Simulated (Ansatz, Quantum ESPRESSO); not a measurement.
# Evanescent states of CdS, zinc blende type, lattice constant set to 5.762 Å, part 4 of 4

Wanted: the complex band structure of CdS, zinc blende type, lattice constant set to 5.762 Å, as for a tunnel barrier.

Quantum ESPRESSO 7.5; plane-wave DFT, PBE, GBRV ultrasoft pseudopotentials; cross-check by Ansatz 0.2.0 with PAW datasets.

So far. Step 2 (Ground state): The run needed 11 iterations to bring the estimated error under 1e-09 Ry.

## Step 6: Cross-check with Ansatz

As a check, the same structure is run in Ansatz.

Level of this step: plane-wave DFT, PBE, Ansatz PAW (Ansatz 0.2.0).

input.yaml reads:

```yaml
crystal:
  lattice:
    - [4.0743492732, 0.0, 0.0]
    - [0.0, 4.0743492732, 0.0]
    - [0.0, 0.0, 5.762]
  atoms:
    - { symbol: Cd, position: [0.0, 0.0, 0.0] }
    - { symbol: S, position: [0.5, 0.0, 0.25] }
    - { symbol: Cd, position: [0.5, 0.5, 0.5] }
    - { symbol: S, position: [0.0, 0.5, 0.75] }
kpoints:
  mp_grid: { grid: [6, 6, 6] }
hamiltonian:
  xc: pbe
scf:
  occupations: { method: fixed }
  convergence: { dr2_threshold: 1.0e-09 }
output:
  transmission:
    leads: [[0, 0]]
    kpoints: [[0, 0], [0.5, 0], [0.5, 0.5], [0.25, 0]]
    e_range: [-1.92, 4.48]
    de: 0.16
```

The run is started by

```sh
$ ansatz run input.yaml --threads 2 --pin off --max-ram 4096MiB --backend cpu --events-out ev --progress --plain --runs-dir out
```

Numbers of over 12 decimals in the logs are rounded to 6 here.

The log of the run:

```text
Engine: ansatz 0.2.0, aarch64-unknown-linux-gnu
Pseudopotentials: kind: paw
Pseudopotential: Cd, paw, valence charge 20, recommended cutoff 420 eV (normal), Cd.paw.azcp
Pseudopotential: S, paw, valence charge 6, recommended cutoff 420 eV (normal), S.paw.azcp
Functional definition: PBE
  parameter kappa = 0.804
  parameter beta = 0.066725
  exchange = pbe_x(kappa = kappa, mu = beta*pi^2/3)
  correlation = pbe_c(beta = beta)
Crystal: 4 atoms, lattice volume = 95.651 Å³
Basis set: ecut = 420 eV, 1875 PW (Γ)
Bands: 32, of which v1, the nominal top of the filled ones, is band 26 counted from 1 (25 counted from 0)
Symmetry: 16 space group operations
Space group: F-43m (ITA 216), of the structure as read, at distance tolerance 4.6e-5 Å
k-points: 40 of 216 (time reversal used)
Non-local potential: Cd, projectors of the file, l = 0: 3, l = 1: 2, l = 2: 2, l = 3: 1
Non-local potential: S, projectors of the file, l = 0: 2, l = 1: 2, l = 2: 2
PAW form: soft (Blöchl's): semilocal exchange-correlation on the pseudo side does not see the compensation charge
PAW one-centre angular grid: Cd, 590 points (default); XC on 64 Gauss nodes
PAW one-centre angular grid: S, 110 points (default); XC on 64 Gauss nodes
Initial density: superposition of atomic densities (neutral atoms: chi_scale 0, normalization atom), corrected by the library's trained network
Initial wavefunctions: pseudopotential atomic-orbital guess
Functional: x = pbe(κ = 0.804, μ = 0.219515), c = pbe(β = 0.066725)
SCF iter   1: F=—  HF=-18315.520823 eV  |F-HF|=—  |Δ(HF+E_count)|=         —  Δρ=5.97e-4  dr2=3.27e-4  ethr=1.77e-3  ⟨swp⟩=4.9  Hψ=4328  notcnv=0  defer=153
preconditioner: auto → Resta (q_TF=auto, 2.465 Å⁻¹)  ε∞=4.7  [insulator: Δε(μ)=1.219 eV  Ē_g=11.862 eV  n_scr=28 (ndim 8)  ℏωp=22.8 eV  f_vac=0.118  ε∞_Penn≈4.7]
SCF iter   2: F=—  HF=-18315.522383 eV  |F-HF|=—  |Δ(HF+E_count)|=   1.56e-3  Δρ=2.66e-4  dr2=6.80e-5  ethr=6.29e-7  ⟨swp⟩=2.9  Hψ=2776  notcnv=0  defer=160
SCF iter   3: F=—  HF=-18315.522443 eV  |F-HF|=—  |Δ(HF+E_count)|=   5.94e-5  Δρ=1.11e-4  dr2=1.02e-5  ethr=1.31e-7  ⟨swp⟩=2.0  Hψ=1579  notcnv=0  defer=146
SCF iter   4: F=—  HF=-18315.522465 eV  |F-HF|=—  |Δ(HF+E_count)|=   2.27e-5  Δρ=3.30e-5  dr2=1.23e-6  ethr=1.96e-8  ⟨swp⟩=2.0  Hψ=1922  notcnv=0  defer=81
SCF iter   5: F=—  HF=-18315.522472 eV  |F-HF|=—  |Δ(HF+E_count)|=   6.91e-6  Δρ=1.03e-5  dr2=1.05e-7  ethr=2.36e-9  ⟨swp⟩=2.0  Hψ=1904  notcnv=0  defer=78
SCF iter   6: F=—  HF=-18315.522472 eV  |F-HF|=—  |Δ(HF+E_count)|=   1.58e-7  Δρ=2.99e-6  dr2=1.14e-8  ethr=2.01e-10  ⟨swp⟩=2.0  Hψ=1922  notcnv=0  defer=78
SCF iter   7: F=-18315.522472 eV  HF=-18315.522472 eV  |F-HF|=1.13e-9  |Δ(HF+E_count)|=   1.43e-8  Δρ=5.30e-7  dr2=2.03e-10  ethr=1.92e-12  ⟨swp⟩=6.3  Hψ=5382  notcnv=0
SCF 1 converged in 7 iterations: F = -18315.522472 eV  dr2 = 2.03e-10
  greatest PAW one-centre occupation: 1.000 electrons in one spin orbital (limit 2), on the Cd atom at site 2 (counted from 0), in its partial waves of l = 0
transmission: 8 of 32 steps passed
transmission: 16 of 32 steps passed
transmission: 24 of 32 steps passed
transmission: 32 of 32 steps passed
SCF converged after 7 iterations
Free energy (F): -18315.522472 eV
Harris-Foulkes:  -18315.522472 eV  (|F-HF|=1.13e-9)
Internal energy: -18315.522472 eV  (E = F + TS)
E sigma→0 (E₀):  -18315.522472 eV
Fermi energy:    7.442858 eV
--- Per-component energies (eV) ---
  E_band       = -991.038990
  E_kinetic    = 1226.019009
  E_local      = -7914.285973  (includes V_loc(G=0)·N_el)
  E_nonlocal   = 124.206811
  E_hartree    = 3641.381255
  E_xc         = -548.941926
  E_vxc        = -619.804650  (∫ρ·V_xc dr)
  E_paw        = -9367.276925  (= ΣΔE_a)
  E_vpaw       = -1089.936489  (= ΣTr[D̂ρ^β])
  E_aug_tail   = 0.000032  (compensation charges beyond the density's cutoff)
  E_ewald      = -5476.624755
  E_smearing   = -0.000000  (= −TS)
  E_closure    = -0.000000  (closes the sum)
  Σ components = -18315.522472   (vs F -18315.522472, Δ=0.00e0)
--- Band table (eV; the first three rows and the last of 40) ---
  k-point 0: bands = [... 22 lower, 5.4344, 7.4426, 7.4429, 7.4429, 8.6653, 10.9345, 11.8371, 13.9547, ... 2 higher]
  k-point 1: bands = [... 22 lower, 5.5519, 6.8553, 7.2789, 7.2789, 9.3080, 11.0366, 11.8798, 13.6148, ... 2 higher]
  k-point 2: bands = [... 22 lower, 5.8797, 5.9624, 6.8635, 6.8635, 10.3047, 11.2689, 11.9549, 12.9100, ... 2 higher]
  k-point 39: bands = [... 22 lower, 5.0112, 5.0112, 5.1264, 5.1264, 12.8596, 12.8596, 13.0210, 13.0210, ... 2 higher]
--- Transmission ---
  basis      : 145 plane waves across, 8 finite elements along
  points     : 4, as listed
  energies   : 41 from -1.920000 to 4.480000 eV about the Fermi level, 0.160000 eV apart; the leads are filled to 0.611214 eV, and channels, transmission and decay are at 0.640000 eV
  crystal 0  : S2Cd2, at the sites [0, 0], period 5.7620 Å: whole cells are its period
    offset         : up to 0.0000 Å between an atom of the period and one for which it stands
    channels       : 0.000000e0 a spin
    conductance    : none, the energies end too early or step too widely for 300 K: set another output.transmission.e_range or a lower de, or, where they end at an eighth of basis.ecutwfc, a higher one
    slowest decay  : 0.1036 /Å at (0.0000, 0.0000)
```

Run time: 38 s. Hardware: 2 threads of Arm Neoverse N1, shared host; peak memory 0.47 GiB.

Read from the output:

| Property | Result |
| --- | --- |
| free energy | -18315.5225 eV |
| gap by band count | 1.222 eV |
| symmetry operations | 16 |
| slowest decay at the grid energy nearest mid-gap | 0.1036 Å⁻¹ |
| peak of the smallest κ at the zone centre | 0.1036 Å⁻¹ |
| peak of the smallest κ at (1/2, 0) | 0.3005 Å⁻¹ |
| peak of the smallest κ at (1/4, 0) | 0.2934 Å⁻¹ |
| valence top, on the run's zero | 7.443 eV |

K across = (0, 0) in the cell's reciprocal vectors; values within 0.0025 1/Å of each other count once, columns are sorted by size at each energy, a dash where no further value was kept. The Im kz of the slowest decaying states by energy, zero at the highest filled level of the SCF mesh:

```csv
energy (eV),decay 1 (Å⁻¹),decay 2 (Å⁻¹),decay 3 (Å⁻¹)
-1.92,1.12,1.46,-
-1.76,1.11,1.45,-
-1.44,1.10,1.43,-
-1.28,1.09,1.42,-
-0.96,1.08,1.41,-
-0.80,1.07,1.40,-
-0.64,1.06,1.39,-
-0.32,1.04,1.37,-
-0.16,1.03,1.36,-
0.00,0.00295,1.02,1.35
0.32,0.0921,0.238,0.986
0.48,0.102,0.285,0.969
0.80,0.0983,0.353,0.931
0.96,0.0845,0.378,0.910
1.12,0.0568,0.400,0.887
1.44,0.436,0.839,1.26
1.60,0.450,0.813,1.25
1.76,0.462,0.761,0.811
2.08,0.481,0.655,0.802
2.24,0.488,0.611,0.785
2.56,0.499,0.522,0.741
2.72,0.475,0.502,0.716
2.88,0.423,0.504,0.688
3.20,0.295,0.505,0.627
3.36,0.200,0.504,0.592
3.52,0.502,0.555,1.11
3.84,0.465,0.494,1.09
4.00,0.0995,0.408,0.488
4.32,0.139,0.207,0.472
4.48,0.138,0.463,1.04
```

K across = (0, 0) in the cell's reciprocal vectors. Re kz of states that move upwards against energy, zero at the highest filled level of the SCF mesh:

```
energy (eV)  channel 1 (Å⁻¹)  channel 2 (Å⁻¹)  channel 3 (Å⁻¹)
      -1.92           -0.453            0.157            0.157
      -1.60           -0.388            0.347            0.347
      -1.28           -0.323            0.477            0.477
      -0.96           -0.499           -0.499           -0.258
      -0.64           -0.386           -0.386           -0.193
      -0.32           -0.260           -0.260           -0.123
      -0.16           -0.179           -0.179          -0.0816
       0.00                -                -                -
       0.16                -                -                -
       0.48                -                -                -
       0.80                -                -                -
       1.12                -                -                -
       1.44           0.0934                -                -
       1.76            0.162                -                -
       2.08            0.222                -                -
       2.40            0.279                -                -
       2.72            0.337                -                -
       2.88            0.367                -                -
       3.20            0.430                -                -
       3.52           0.0947            0.503                -
       3.84           -0.463            0.379                -
       4.16                -                -                -
       4.48            0.288                -                -
```

K across = (1/2, 0) in the cell's reciprocal vectors; values within 0.0025 1/Å of each other count once, columns are sorted by size at each energy, a dash where no further value was kept. The Im kz of the slowest decaying states by energy, zero at the highest filled level of the SCF mesh:

| energy (eV) | decay 1 (Å⁻¹) | decay 2 (Å⁻¹) | decay 3 (Å⁻¹) |
| --- | --- | --- | --- |
| -1.92 | 1.12 | 1.37 | 1.49 |
| -1.60 | 1.00 | 1.43 | - |
| -1.28 | 0.867 | 1.42 | - |
| -0.96 | 0.625 | 1.42 | - |
| -0.64 | 0.124 | 0.620 | 1.42 |
| -0.32 | 0.202 | 0.767 | 1.42 |
| -0.16 | 0.226 | 0.799 | 1.42 |
| 0.00 | 0.246 | 0.821 | 1.42 |
| 0.16 | 0.262 | 0.836 | 1.42 |
| 0.48 | 0.284 | 0.854 | 1.42 |
| 0.80 | 0.296 | 0.861 | 1.23 |
| 1.12 | 0.300 | 0.861 | 1.14 |
| 1.44 | 0.297 | 0.856 | 1.07 |
| 1.76 | 0.285 | 0.848 | 1.01 |
| 2.08 | 0.263 | 0.836 | 0.954 |
| 2.40 | 0.228 | 0.821 | 0.901 |
| 2.72 | 0.173 | 0.803 | 0.850 |
| 2.88 | 0.130 | 0.794 | 0.824 |
| 3.20 | 0.772 | - | - |
| 3.52 | 0.724 | 0.749 | - |
| 3.84 | 0.672 | 0.722 | - |
| 4.16 | 0.619 | 0.693 | - |
| 4.48 | 0.0714 | 0.562 | 0.661 |

K across = (1/2, 1/2) in the cell's reciprocal vectors; values within 0.0025 1/Å of each other count once, columns are sorted by size at each energy, a dash where no further value was kept. Im kz of the slowest decaying states against energy, zero at the highest filled level of the SCF mesh:

```csv
energy (eV),decay 1 (Å⁻¹),decay 2 (Å⁻¹),decay 3 (Å⁻¹)
-1.92,0.147,0.173,-
-1.76,0.231,0.270,-
-1.44,0.315,0.365,-
-1.28,0.340,0.394,-
-0.96,0.376,0.435,-
-0.80,0.388,0.449,-
-0.64,0.397,0.461,-
-0.32,0.410,0.477,-
-0.16,0.413,0.483,-
0.00,0.415,0.487,-
0.32,0.415,0.492,-
0.48,0.413,0.492,-
0.80,0.405,0.490,-
0.96,0.400,0.488,1.50
1.12,0.393,0.485,1.49
1.44,0.377,0.475,1.48
1.60,0.367,0.469,1.48
1.76,0.356,0.462,1.47
2.08,0.329,0.446,1.46
2.24,0.314,0.436,1.45
2.56,0.277,0.413,1.44
2.72,0.255,0.400,1.43
2.88,0.229,0.385,1.42
3.20,0.162,0.351,1.41
3.36,0.110,0.331,1.40
3.52,0.309,1.39,-
3.84,0.253,1.38,-
4.00,0.216,1.37,-
4.32,0.0966,1.36,-
4.48,1.35,-,-
```

K across = (1/4, 0) in the cell's reciprocal vectors; values within 0.0025 1/Å of each other count once, columns are sorted by size at each energy, a dash where no further value was kept. Im kz of the slowest decaying states against energy, zero at the highest filled level of the SCF mesh:

| energy (eV) | decay 1 (Å⁻¹) | decay 2 (Å⁻¹) | decay 3 (Å⁻¹) |
| --- | --- | --- | --- |
| -1.92 | 0.318 | 1.24 | 1.45 |
| -1.60 | 0.106 | 1.24 | 1.43 |
| -1.28 | 0.134 | 1.24 | 1.40 |
| -0.96 | 0.115 | 1.23 | 1.37 |
| -0.64 | 1.23 | 1.34 | 1.43 |
| -0.32 | 0.106 | 1.22 | 1.31 |
| -0.16 | 0.0970 | 0.162 | 1.21 |
| 0.00 | 0.198 | 0.232 | 1.21 |
| 0.16 | 0.224 | 0.308 | 1.20 |
| 0.48 | 0.260 | 0.408 | 1.19 |
| 0.80 | 0.281 | 0.479 | 1.03 |
| 1.12 | 0.292 | 0.533 | 0.943 |
| 1.44 | 0.293 | 0.576 | 0.873 |
| 1.76 | 0.284 | 0.613 | 0.810 |
| 2.08 | 0.263 | 0.646 | 0.751 |
| 2.40 | 0.223 | 0.678 | 0.691 |
| 2.72 | 0.128 | 0.631 | 0.712 |
| 2.88 | 0.134 | 0.600 | 0.734 |
| 3.20 | 0.255 | 0.533 | 0.799 |
| 3.52 | 0.294 | 0.457 | 0.780 |
| 3.84 | 0.314 | 0.360 | 0.759 |
| 4.16 | 0.181 | 0.322 | 0.735 |
| 4.48 | 0.177 | 0.320 | 0.708 |

## Step 7: The arithmetic

T falls as exp(−2κd). With κ = 0.101 1/Å, 10 Å of barrier pass exp(−2 × 0.101 × 10) = 0.13 of that channel, interfaces aside.

## Step 8: Summary of results

| Item | Value |
| --- | --- |
| gap on the SCF mesh | 1.19 eV |
| smallest κ at mid-gap among the four k points, at the zone centre | 0.101 Å⁻¹ |
| peak of the smallest κ in the stop band at the zone centre | 0.101 Å⁻¹ |
| peak of the smallest κ in the stop band at (1/2, 0) | 0.299 Å⁻¹ |
| peak of the smallest κ in the stop band at (1/4, 0) | 0.291 Å⁻¹ |
| energy of the peak at the zone centre, over the highest filled level | 0.64 eV |
| peak at the zone centre by Ansatz | 0.104 Å⁻¹ |

What this shows: With a gap of 1.19 eV on the mesh, the smallest κ at mid-gap among the four k points, at the zone centre is 0.101 Å⁻¹ (PBE, GBRV ultrasoft). For a barrier with the Fermi level at mid-gap the slowest state found, at the zone centre, loses a factor of ten in probability every 11 Å or so. Stop bands away from the zone centre are mostly wider than the gap, so their peaks can lie above the conduction bottom. At the zone centre pwcond's peak is 0.101 and Ansatz's 0.104 1/Å, 3 % apart. The cell is the a/√2 one, turned by 45°, with two primitive cells, so X along [001] folds onto kz = 0. A semilocal gap is too small, often by a third to a half and by more in narrow-gap crystals, so real barriers decay faster. Spin-orbit coupling is left out; depending on the atoms that carry the levels of interest, it can split and shift them by tens to hundreds of meV.

[Logs are printed without paths, hosts, clocks, repeated set-up lines and the standing remarks that a program may print on its own settings, such as how far it seeks lower states.]

[Hosts, paths, dates, database ids (printed as entryN), source tags and the programs' standing remarks are cut or masked in the printed files.]

[Maps of the electrostatic potential energy from Ansatz leave out the sawtooth potential of an applied field or a dipole correction, so their vacuum need not be flat; planar profiles and work functions include it.]
